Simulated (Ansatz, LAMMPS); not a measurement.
# Convergence of a linear-scaling basis for glassy 55SiO2-45BaO (mol %) (107 atoms)

Wanted: errors and times of a linear-scaling basis for glassy 55SiO2-45BaO (mol %) (107 atoms). A setting counts as converged where the r.m.s. difference of forces stays under 1 % of the r.m.s. force.

Main program and level: Ansatz 0.2.0; Kohn-Sham DFT, PBE, PAW (set soft_2), plane waves.

**1. The structure**

The cell holds 107 atoms: 23 Si, 19 Ba and 65 O. Its edges and angles: a = 12.124 Å, b = 12.124 Å, c = 12.124 Å, α = 90.0°, β = 90.0°, γ = 90.0°. 107 atoms (23 Si, 19 Ba, 65 O) placed at random at 3.99 g/cm³, melted at 4000 K for 10 ps at fixed volume with the Morse and Coulomb pair potential with partial charges (Pedone, Malavasi, Menziani, Cormack and Segre, J. Phys. Chem. B 110, 11780 (2006)). Quenched from 4000 K to 300 K at 100 K/ps and fixed volume, held 10 ps at zero pressure, then minimised at fixed cell.

What the set-up can't give: The quench rate of 100 K/ps is many orders above laboratory rates, so the cell is likely richer in defects and strain than a real sample. The network of bonds at the start is that of the classical potential that made the cell, and needn't be the one that DFT or experiment would give. Sampling is at Γ alone, for a cell whose shortest periodic width is 12 Å. Spin–orbit coupling is left out, which matters for the levels of the heavy elements.

**2. Making the structure**

A classical potential makes the cell, at a small fraction of what the same run would cost in DFT.

This step: classical MD, Morse and Coulomb pair potential with partial charges (Pedone, Malavasi, Menziani, Cormack and Segre, J. Phys. Chem. B 110, 11780 (2006)) (LAMMPS 22 Jul 2025 - Update 4).

File in.lmp:

```
# melt-quench of Si23Ba19O65
units metal
atom_style charge
boundary p p p
region box block 0 12.1382 0 12.1382 0 12.1382
create_box 3 box
mass 1 28.0850   # Si
mass 2 137.3270   # Ba
mass 3 15.9990   # O
create_atoms 1 random 23 378363 NULL overlap 1.5 maxtry 2000
create_atoms 2 random 19 378370 NULL overlap 1.5 maxtry 2000
create_atoms 3 random 65 378377 NULL overlap 1.5 maxtry 2000
pair_style hybrid/overlay pedone 5.5 coul/long 8.0
pair_coeff * * coul/long
pair_coeff 1 3 pedone 0.340554 2.006700 2.100000 1   # Si-O
pair_coeff 2 3 pedone 0.065011 1.547596 3.393410 5   # Ba-O
pair_coeff 3 3 pedone 0.042395 1.379316 3.618701 22   # O-O
set type 1 charge 2.4
set type 2 charge 1.2
set type 3 charge -1.2
kspace_style pppm 1.0e-4
neigh_modify delay 0 every 1 check yes
thermo_style custom step time temp pe press density
thermo_modify norm yes
timestep 0.002
thermo 100
min_style cg
minimize 1e-4 1e-4 200 2000
reset_timestep 0
velocity all create 4000 378364 mom yes dist gaussian
fix lim all nve/limit 0.05
fix lan all langevin 4000 4000 0.2 378365 zero yes
thermo 500
run 1000 post no
# [... 10 lines left out ...]
thermo 1666
fix md all npt temp 300 300 0.2 iso 0 0 2
run 5000 post no
unfix md
thermo 100
min_style cg
minimize 0 1e-3 2000 20000
write_dump all custom glass.dump id type xs ys zs modify sort id
```

Started as:

```console
lmp -in in.lmp -log none -nocite
```

Log:

```text
LAMMPS (22 Jul 2025 - Update 4)
Created orthogonal box = (0 0 0) to (12.1382 12.1382 12.1382)
Created 23 atoms
Created 19 atoms
Created 65 atoms
PPPM initialization ...
  G vector (1/distance) = 0.3723612
  grid = 12 12 12
  estimated relative force accuracy = 8.0962225e-05
   Step          Time           Temp          PotEng         Press         Density
         0   0              0              2.6702059      825093.66      3.9880425
       100   0.2            0             -13.607064      16273.31       3.9880425
       119   0.238          0             -13.652743      12728.959      3.9880425
Loop time of 0.0822385 s on 1 MPI rank(s) for 119 steps with 107 atoms
Minimization stats:
  Stopping criterion = energy tolerance
  Energy initial, next-to-last, final =
      2.67020592058997  -13.6517932817265  -13.6527429871183
  Force two-norm initial, final = 367.32091 2.088833
  Iterations, force evaluations = 119 147
   Step          Time           Temp          PotEng         Press         Density
         0   0              4000          -13.652743      45462.028      3.9880425
       500   1              2192.4608     -13.390487      36411.957      3.9880425
      1000   2              1832.8872     -13.397985      55003.419      3.9880425
Loop time of 0.435459 s on 1 MPI rank(s) for 1000 steps with 107 atoms
[... 2 lines left out ...]
      1666   3.332          4004.2027     -13.132263      62705.254      3.9880425
      2499   4.998          3585.0846     -13.152946      70316.178      3.9880425
      3332   6.664          4067.5129     -13.115951      50366.12       3.9880425
      4165   8.33           4153.0042     -13.172075      52822.771      3.9880425
      4998   9.996          3994.404      -13.10275       88889.384      3.9880425
[... 2 lines left out ...]
Loop time of 2.27409 s on 1 MPI rank(s) for 5000 steps with 107 atoms
   Step          Time           Temp          PotEng         Press         Density
[... 12 lines left out ...]
Loop time of 8.02097 s on 1 MPI rank(s) for 18500 steps with 107 atoms
   Step          Time           Temp          PotEng         Press         Density
[... 3 lines left out ...]
     28322   56.644         301.98711     -13.771164     -4233.49        4.0175415
     29500   59             348.06403     -13.770727     -3246.9967      4.0016138
Loop time of 2.87161 s on 1 MPI rank(s) for 5000 steps with 107 atoms
   Step          Time           Temp          PotEng         Press         Density
     29500   59             348.06403     -13.770727     -3247.0301      4.0016138
     29518   59.036         348.06403     -13.809713     -1588.9489      4.0016138
Loop time of 0.0358951 s on 1 MPI rank(s) for 18 steps with 107 atoms
Minimization stats:
  Stopping criterion = linesearch alpha is zero
  Energy initial, next-to-last, final =
     -13.7707274404279  -13.8097129088042  -13.8097129088042
  Force two-norm initial, final = 12.701239 0.6896896
  Iterations, force evaluations = 18 69
```

Run time: 14 s. Hardware: 1 thread of Arm Neoverse V1, shared host; peak memory 0.07 GiB.

**3. Plane-wave single point**

The first run fixes the reference, at a cutoff of 420 eV.

File input.yaml:

```yaml
crystal:
  lattice:
    - [12.12446, 0.0, 0.0]
    - [0.0, 12.12446, 0.0]
    - [0.0, 0.0, 12.12446]
  atoms:
    - { symbol: Si, position: [0.6303, 0.96925, 0.57977] }
    - { symbol: Si, position: [0.73601, 0.56485, 0.30095] }
    - { symbol: Si, position: [0.268, 0.6091, 0.86902] }
    - { symbol: Si, position: [0.33079, 0.22458, 0.97548] }
    - { symbol: Si, position: [0.30468, 0.20609, 0.33406] }
    - { symbol: Si, position: [0.13502, 0.38366, 0.42254] }
    - { symbol: Si, position: [0.70764, 0.16244, 0.82845] }
    - { symbol: Si, position: [0.58645, 0.21308, 0.59149] }
    - { symbol: Si, position: [0.09956, 0.91777, 0.19597] }
    - { symbol: Si, position: [0.73392, 0.60068, 0.94037] }
    - { symbol: Si, position: [0.27665, 0.55909, 0.31214] }
    - { symbol: Si, position: [0.55082, 0.09567, 0.02388] }
    - { symbol: Si, position: [0.06507, 0.68982, 0.30626] }
    - { symbol: Si, position: [0.12547, 0.15797, 0.84558] }
    - { symbol: Si, position: [0.55647, 0.55259, 0.11651] }
    - { symbol: Si, position: [0.73756, 0.5634, 0.56618] }
    - { symbol: Si, position: [0.96903, 0.47322, 0.2298] }
    - { symbol: Si, position: [0.90355, 0.02818, 0.92543] }
    - { symbol: Si, position: [0.31834, 0.95758, 0.34382] }
    - { symbol: Si, position: [0.88951, 0.04808, 0.60167] }
    - { symbol: Si, position: [0.31393, 0.46094, 0.08094] }
    - { symbol: Si, position: [0.29773, 0.79821, 0.56069] }
    - { symbol: Si, position: [0.87999, 0.06567, 0.1888] }
    - { symbol: Ba, position: [0.03058, 0.68018, 0.0087] }
    - { symbol: Ba, position: [0.49934, 0.44387, 0.4584] }
    - { symbol: Ba, position: [0.7897, 0.82257, 0.75991] }
    - { symbol: Ba, position: [0.59172, 0.09639, 0.31938] }
    - { symbol: Ba, position: [0.37514, 0.83896, 0.07246] }
    - { symbol: Ba, position: [0.91206, 0.36604, 0.75599] }
    - { symbol: Ba, position: [0.87009, 0.28711, 0.45042] }
    - { symbol: Ba, position: [0.08132, 0.22961, 0.11606] }
    - { symbol: Ba, position: [0.13602, 0.87039, 0.7992] }
    - { symbol: Ba, position: [0.50209, 0.71508, 0.73585] }
    - { symbol: Ba, position: [0.02641, 0.6051, 0.61856] }
    - { symbol: Ba, position: [0.26837, 0.36399, 0.68663] }
    - { symbol: Ba, position: [0.71106, 0.82974, 0.0983] }
    - { symbol: Ba, position: [0.41718, 0.05844, 0.75609] }
    - { symbol: Ba, position: [0.14551, 0.03288, 0.53823] }
    - { symbol: Ba, position: [0.84573, 0.84016, 0.4154] }
    - { symbol: Ba, position: [0.5569, 0.41252, 0.81032] }
    - { symbol: Ba, position: [0.52709, 0.74805, 0.35841] }
    - { symbol: Ba, position: [0.75823, 0.33184, 0.09361] }
    - { symbol: O, position: [0.20072, 0.26945, 0.40096] }
    - { symbol: O, position: [0.26275, 0.18185, 0.21676] }
    - { symbol: O, position: [0.64001, 0.52472, 0.01006] }
    - { symbol: O, position: [0.18144, 0.09622, 0.74645] }
    - { symbol: O, position: [0.30868, 0.875, 0.44706] }
    - { symbol: O, position: [0.75144, 0.2713, 0.88156] }
    - { symbol: O, position: [0.79322, 0.53581, 0.84761] }
    - { symbol: O, position: [0.08616, 0.38618, 0.54055] }
    - { symbol: O, position: [0.10276, 0.28216, 0.82537] }
    - { symbol: O, position: [0.87758, 0.18736, 0.23203] }
    - { symbol: O, position: [0.14016, 0.8795, 0.07947] }
    - { symbol: O, position: [0.19786, 0.66712, 0.30738] }
    - { symbol: O, position: [0.40017, 0.58069, 0.31929] }
    - { symbol: O, position: [0.79446, 0.98511, 0.23912] }
    - { symbol: O, position: [0.9557, 0.95402, 0.66644] }
    - { symbol: O, position: [0.14601, 0.61246, 0.81866] }
    - { symbol: O, position: [0.04161, 0.80934, 0.25443] }
    - { symbol: O, position: [0.70209, 0.55462, 0.42977] }
    - { symbol: O, position: [0.35577, 0.54273, 0.79941] }
    - { symbol: O, position: [0.60074, 0.12208, 0.89913] }
    - { symbol: O, position: [0.74908, 0.68976, 0.27761] }
    - { symbol: O, position: [0.37606, 0.69694, 0.54812] }
    - { symbol: O, position: [0.01639, 0.09379, 0.8933] }
    - { symbol: O, position: [0.5311, 0.67822, 0.12433] }
    - { symbol: O, position: [0.00159, 0.668, 0.41277] }
    - { symbol: O, position: [0.66449, 0.70015, 0.89112] }
    - { symbol: O, position: [0.97026, 0.41362, 0.11793] }
    - { symbol: O, position: [0.62377, 0.89966, 0.47326] }
    - { symbol: O, position: [0.93481, 0.04862, 0.47649] }
    - { symbol: O, position: [0.31834, 0.08289, 0.39341] }
    - { symbol: O, position: [0.59565, 0.9156, 0.69094] }
    - { symbol: O, position: [0.92124, 0.89953, 0.923] }
    - { symbol: O, position: [0.00926, 0.01495, 0.19718] }
    - { symbol: O, position: [0.17111, 0.77593, 0.58167] }
    - { symbol: O, position: [0.37912, 0.26449, 0.85943] }
    - { symbol: O, position: [0.41296, 0.27114, 0.34623] }
    [... 23 atom lines left out ...]
    - { symbol: O, position: [0.02312, 0.59397, 0.22064] }
    - { symbol: O, position: [0.4785, 0.27975, 0.619] }
    - { symbol: O, position: [0.20394, 0.94447, 0.27466] }
    - { symbol: O, position: [0.62662, 0.53853, 0.63116] }
    - { symbol: O, position: [0.65568, 0.19598, 0.7084] }
    - { symbol: O, position: [0.42406, 0.14258, 0.0205] }
kpoints:
  mp_grid: { grid: [1, 1, 1] }
hamiltonian:
  xc: pbe
scf:
  occupations: { method: gaussian, width: 0.025 }
output:
  forces: true
  stress: true
  populations: true
  dos:
    method: { smearing: { sigma: 0.1 } }
    de: 0.1
    projected: { site_lists: { Ba: [Ba], O: [O], Si: [Si] } }
  eigenvalues: true
  write_density: true
  write_potential: true
  volumetric_format: npy
```

Started as:

```console
ansatz run input.yaml --threads 4 --pin off --max-ram 8192MiB --backend cpu --events-out ev --progress --plain --runs-dir out
```

Log:

```text
Engine: ansatz 0.2.0, aarch64-unknown-linux-gnu
Pseudopotentials: kind: paw
Pseudopotential: Si, paw, valence charge 4, recommended cutoff 420 eV (normal), Si.paw.azcp
Pseudopotential: Ba, paw, valence charge 10, recommended cutoff 420 eV (normal), Ba.paw.azcp
Pseudopotential: O, paw, valence charge 6, recommended cutoff 420 eV (normal), O.paw.azcp
[... 5 lines on functional and potentials left out ...]
Crystal: 107 atoms, lattice volume = 1782.326 Å³
Basis set: ecut = 420 eV, 34889 PW (Γ), exchange–correlation on 180×180×180 points (8 copies of the dense FFT grid, shifted against one another)
Bands: 443, of which v1, the nominal top of the filled ones, is band 336 counted from 1 (335 counted from 0)
Symmetry: 1 space group operations
Space group: P1 (ITA 1), of the structure as read, at distance tolerance 1.2e-4 Å
k-points: 1
[... 7 lines on functional and potentials left out ...]
Initial density: superposition of atomic densities (neutral atoms: chi_scale 0, normalization atom), corrected by the library's trained network
Initial wavefunctions: pseudopotential atomic-orbital guess
Functional: x = pbe(κ = 0.804, μ = 0.219515), c = pbe(β = 0.066725)
SCF iter   1: F=—  HF=-164687.503382 eV  |F-HF|=—  |Δ(HF+E_count)|=         —  Δρ=1.82e-3  dr2=7.69e-2  ethr=1.77e-3  ⟨swp⟩=7.0  Hψ=2217  notcnv=0  defer=63
preconditioner: auto → Resta (q_TF=auto, 2.319 Å⁻¹)  ε∞=3.6  [insulator: Δε(μ)=2.754 eV  Ē_g=13.859 eV  σ=0.025 eV  W_gap=1.00  n_scr=388 (ndim 8)  ℏωp=22.1 eV  f_vac=0.092  D(μ)=0.00/eV (n_scr^D=0)  ε∞_Penn≈3.6]
SCF iter   2: F=—  HF=-164687.510973 eV  |F-HF|=—  |Δ(HF+E_count)|=   7.59e-3  Δρ=9.78e-4  dr2=1.88e-2  ethr=1.14e-5  ⟨swp⟩=2.0  Hψ=849  notcnv=0  defer=103
SCF iter   3: F=—  HF=-164687.517072 eV  |F-HF|=—  |Δ(HF+E_count)|=   6.10e-3  Δρ=4.47e-4  dr2=5.35e-3  ethr=2.79e-6  ⟨swp⟩=2.0  Hψ=632  notcnv=0  defer=103
SCF iter   4: F=—  HF=-164687.518078 eV  |F-HF|=—  |Δ(HF+E_count)|=   1.01e-3  Δρ=1.35e-4  dr2=4.29e-4  ethr=7.96e-7  ⟨swp⟩=2.0  Hψ=609  notcnv=0  defer=103
SCF iter   5: F=—  HF=-164687.518378 eV  |F-HF|=—  |Δ(HF+E_count)|=   3.00e-4  Δρ=1.21e-4  dr2=2.09e-4  ethr=6.39e-8  ⟨swp⟩=2.0  Hψ=658  notcnv=0  defer=103
SCF iter   6: F=—  HF=-164687.518353 eV  |F-HF|=—  |Δ(HF+E_count)|=   2.44e-5  Δρ=2.38e-5  dr2=1.09e-5  ethr=3.12e-8  ⟨swp⟩=2.0  Hψ=651  notcnv=0  defer=103
SCF iter   7: F=—  HF=-164687.521721 eV  |F-HF|=—  |Δ(HF+E_count)|=   3.37e-3  Δρ=1.07e-5  dr2=2.02e-6  ethr=1.62e-9  ⟨swp⟩=2.0  Hψ=760  notcnv=0  defer=103
SCF iter   8: F=—  HF=-164687.521723 eV  |F-HF|=—  |Δ(HF+E_count)|=   1.55e-6  Δρ=7.78e-6  dr2=9.18e-7  ethr=3.00e-10  ⟨swp⟩=2.0  Hψ=657  notcnv=0  defer=103
SCF iter   9: F=-164687.521723 eV  HF=-164687.521723 eV  |F-HF|=3.39e-8  |Δ(HF+E_count)|=   9.97e-8  Δρ=1.62e-6  dr2=4.95e-8  ethr=1.49e-11  ⟨swp⟩=18.0  Hψ=4236  notcnv=0
SCF 1 converged in 9 iterations: F = -164687.521723 eV  dr2 = 4.95e-8
  greatest PAW one-centre occupation: 0.955 electrons in one spin orbital (limit 2), on the Ba atom at site 25 (counted from 0), in its partial waves of l = 0
SCF converged after 9 iterations
Free energy (F): -164687.521723 eV
Harris-Foulkes:  -164687.521723 eV  (|F-HF|=3.39e-8)
Internal energy: -164687.521723 eV  (E = F + TS)
E sigma→0 (E₀):  -164687.521723 eV
Fermi energy:    7.280436 eV
--- Per-component energies (eV) ---
  E_band       = -2082.481997
  E_kinetic    = 15842.025345
  E_local      = -37782.839793  (includes V_loc(G=0)·N_el)
  E_nonlocal   = 4774.599685
  E_hartree    = 14041.934216
  E_xc         = -9348.655487
  E_vxc        = -9888.139966  (∫ρ·V_xc dr)
  E_paw        = -121406.631448  (= ΣΔE_a)
  E_vpaw       = -3112.154668  (= ΣTr[D̂ρ^β])
  E_aug_tail   = 0.164758  (compensation charges beyond the density's cutoff)
  E_ewald      = -30808.118999
  E_smearing   = -0.000000  (= −TS)
  E_closure    = 0.000000  (closes the sum)
  Σ components = -164687.521723   (vs F -164687.521723, Δ=0.00e0)
--- Forces (eV/Å), atoms counted from 1 ---
  atom   1  Si     1.36200912     1.50307385     0.47038199
  atom   2  Si     0.07314824     0.09711908    -0.22607290
  atom   3  Si     0.13675815    -0.34165910     0.57130723
  atom   4  Si     0.59859372     0.43512044    -1.44057880
  atom   5  Si    -0.92168169     0.06566671    -0.29741781
  atom   6  Si     1.06671117     0.25886692    -2.05164389
  atom   7  Si    -0.43625716    -0.73313940     0.31853052
  atom   8  Si     0.65271204    -1.34176521     0.93633528
  atom   9  Si     0.44852956    -0.46102979     0.24125301
  atom  10  Si    -0.35308338     0.53492977     0.62433496
  atom  11  Si    -2.07164162    -0.62574840    -1.08310102
  atom  12  Si     0.21484241     1.36473941    -0.96542647
  atom  13  Si     1.58378939    -0.82530031    -0.35981473
  atom  14  Si    -0.01006120    -0.16354258     0.61299553
[...]
atom 106  O      0.24806028     0.14752762     0.31700558
  atom 107  O     -0.63573430    -0.85450842     0.69540182
  max |Σ_I F_I| component: 5.50e-5 eV/Å
--- Stress (GPa, compression-positive) ---
        2.973537       1.223941      -0.728740
        1.223941       4.227754       0.054228
       -0.728741       0.054227       4.869479
  P = ⅓ Tr σ = 4.0236 GPa (40.236 kbar)
--- Band table (eV) ---
  k-point 0: bands = ["-21.1031", "-20.9358", "-20.8544", "-20.8339", [... 427 levels ...], "13.2211", "13.2402", "13.2788", "13.2938", "13.3186", "13.3476", "13.4275", "13.4361", "13.4424", "13.5054", "13.5144", "13.5853"]
--- Löwdin populations: 107 sites ---
  site symbol       q [e]
     0     Si      2.4056
     1     Si      2.3442
     2     Si      2.4359
[...]
106      O      6.8122
  spilling = 0.014940 (of n_electrons = 672.000000)
```

The job ended after 43 s (4 threads of Arm Neoverse V1, shared host; peak memory 2.5 GiB).

Numbers from this run:

- free energy: -164687.5217 eV
- free energy per atom: -1539.1357 eV/atom
- SCF cycles: 9
- pressure: 4.024 GPa
- r.m.s. force component: 1.158 eV/Å
- longest force: 3.536 eV/Å
- Fermi energy: 7.28 eV
- gap (highest filled to lowest empty level): 2.643 eV
- spilling of the projection: 0.01494

The r.m.s. force component of 1.2 eV/Å sets the scale for the differences below.

**4. Support functions low**

The cell is solved in localised support functions.

This step: Kohn-Sham DFT, PBE, PAW (set soft_2), localised support functions (low) (Ansatz 0.2.0).

input.yaml, the sections that differ from step 3:

```yaml
scf:
  occupations: { method: gaussian, width: 0.025 }
  eigensolver: { kind: { support_functions: { accuracy: low } } }
  max_iter: 150
output:
  forces: true
  eigenvalues: true
# crystal, kpoints, hamiltonian: as in step 3
```

Log:

```text
Warning: scf.eigensolver.kind.support_functions: disabling space-group detection — the functions' gradient is summed over unrotated k-points, so no spatial operation reduces the k-mesh or symmetrises the density; time reversal is kept, so that k and −k are solved as one point where they differ and the mesh holds both, and exact exchange and, on two spinor components, a DFT+U term hold to it where the run has them: [...]
settings of this run that can trade accuracy for cost: scf.eigensolver.kind.support_functions; scf.eigensolver.kind.support_functions.accuracy: low [...]
[...]
Crystal: 107 atoms, lattice volume = 1782.326 Å³
Basis set: ecut = 420 eV, 34889 PW (Γ), exchange–correlation on 180×180×180 points (8 copies of the dense FFT grid, shifted against one another)
Bands: 404, of which v1, the nominal top of the filled ones, is band 336 counted from 1 (335 counted from 0)
Symmetry: 1 space group operations
k-points: 1
[...]
SCF iter   1: F=—  HF=-164670.621839 eV  |F-HF|=—  |Δ(HF+E_count)|=         —  Δρ=7.76e-2  dr2=2.15e2  ethr=1.00e-1
[...]
SCF iter  13: F=—  HF=-164687.922435 eV  |F-HF|=—  |Δ(HF+E_count)|=   7.19e-3  Δρ=3.80e-5  dr2=4.93e-5  ethr=2.18e-8  κ⁻¹=8.5e-6(r=7)
SCF iter  14: F=-164687.928145 eV  HF=-164687.928157 eV  |F-HF|=1.19e-5  |Δ(HF+E_count)|=   5.72e-3  Δρ=3.18e-5  dr2=1.66e-5  ethr=7.33e-9
SCF 1 converged in 14 iterations: F = -164688.000509 eV  dr2 = 1.66e-5
[...]
SCF converged after 14 iterations
Stability not checked: this state was not tested for a lower state beside it, because the mixer in use, unlike msr1, does not test its closes by its own steps (another_mixer; see scf.mixing.algorithm and scf.lower_state_search)
Free energy (F): -164688.000509 eV
[...]
Internal energy: -164688.000509 eV  (E = F + TS)
E sigma→0 (E₀):  -164688.000509 eV
Fermi energy:    7.279447 eV
[...]
Σ components = -164688.000509   (vs F -164688.000509, Δ=0.00e0)
--- Forces (eV/Å), atoms counted from 1 ---
  atom   1  Si     1.36322586     1.50273524     0.47212337
  atom   2  Si     0.07167517     0.09886758    -0.22543766
  atom   3  Si     0.13852619    -0.34069814     0.56989662
  atom   4  Si     0.59863513     0.43517127    -1.44273370
[...]
atom 107  O     -0.63590311    -0.85516292     0.69621051
  max |Σ_I F_I| component: 7.96e-3 eV/Å
--- Band table (eV) ---
[...]
```

Elapsed: 3.3 min, on 4 threads; peak memory 5.1 GiB; 13 min of CPU time.

The program notes that the band table was not solved further than the SCF left it and it switched symmetry off.

Keys that differ from the reference: support_functions.accuracy = "low" and scf.max_iter = 150.

Forces differ from the reference by 0.89 meV/Å r.m.s., 0.077 % of their size, well within a tolerance of 1 %; the energy by -4.5 meV/atom. It took roughly 4.5 times the reference's time (one timing each, with unlike analyses asked), in 14 cycles against 9.

(Part 1 of 3 ends here.)

[Long decimals in the printed logs are rounded to 6 places.]

[Logs are printed without paths, hosts, clocks, repeated set-up lines and the standing remarks that a program may print on its own settings, such as how far it seeks lower states.]

[Hosts, paths, dates, database ids (printed as entryN), source tags and the programs' standing remarks are cut or masked in the printed files.]
